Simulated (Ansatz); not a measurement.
## Finding the fault: AlP(100) slab, H on both faces (72 atoms)

Program: Ansatz 0.2.0. The cell: 18 Al, 18 P and 36 H.

input.yaml reads:

```yaml
crystal:
  lattice:
    - [11.58877, 0.0, 0.0]
    - [0.0, 11.58877, 0.0]
    - [0.0, 0.0, 15.8293]
  atoms:
    - { symbol: Al, position: [0.26542, 0.16781, 0.45244] }
    - { symbol: P, position: [0.26796, 0.33433, 0.3706] }
    - { symbol: Al, position: [0.10083, 0.33669, 0.62662] }
    - { symbol: P, position: [0.10318, 0.16805, 0.54036] }
    - { symbol: Al, position: [0.26675, 0.5018, 0.45224] }
    - { symbol: P, position: [0.26358, 0.66847, 0.36798] }
    - { symbol: Al, position: [0.10008, 0.66671, 0.62743] }
    - { symbol: P, position: [0.09837, 0.50059, 0.53959] }
    - { symbol: Al, position: [0.26592, 0.83328, 0.45234] }
    - { symbol: P, position: [0.26851, 0.0034, 0.36776] }
    - { symbol: Al, position: [0.10175, 0.00063, 0.62886] }
    - { symbol: P, position: [0.10453, 0.83765, 0.54062] }
    - { symbol: Al, position: [0.60035, 0.16857, 0.45365] }
    - { symbol: P, position: [0.59712, 0.33364, 0.36635] }
    - { symbol: Al, position: [0.43488, 0.33348, 0.62422] }
    - { symbol: P, position: [0.43495, 0.16929, 0.54145] }
    - { symbol: Al, position: [0.60081, 0.49892, 0.45362] }
    - { symbol: P, position: [0.59997, 0.66512, 0.36541] }
    [... 48 atom lines left out ...]
    - { symbol: H, position: [0.65813, 0.6651, 0.68403] }
    - { symbol: H, position: [0.87714, 0.66457, 0.684] }
    - { symbol: H, position: [0.03345, 0.0002, 0.3134] }
    - { symbol: H, position: [0.83339, 0.00029, 0.31516] }
    - { symbol: H, position: [0.87986, 0.99874, 0.68447] }
    - { symbol: H, position: [0.65606, 0.00057, 0.68447] }
kpoints:
  mp_grid: { grid: [0, 1, 1] }
hamiltonian:
  xc: pbe
scf:
  occupations: { method: fermi_dirac, width: 0.05 }
  max_iter: 50
output:
  forces: true
```

On the command line:

```console
ansatz run input.yaml --threads 4 --pin off --max-ram 8192MiB --backend cpu --events-out ev --progress --plain --runs-dir out
```

The program printed:

```text
Error: invalid value for `kpoints.mp_grid.grid`: each dimension must be in 1..=255
```

The job ended after 0.04 s (4 threads of Arm Neoverse V2, shared host; peak memory 0.069 GiB).

**Question.** What is wrong with this input, and how is it mended?

A zero in the k-mesh: kpoints.mp_grid.grid = [0, 1, 1].

The fix is to set kpoints.mp_grid.grid back to [1, 1, 1].

The program refused it before any cycle.

[Logs are printed without paths, hosts, clocks, repeated set-up lines and the standing remarks that a program may print on its own settings, such as how far it seeks lower states.]

[Hosts, paths, dates, database ids (printed as entryN), source tags and the programs' standing remarks are cut or masked in the printed files.]
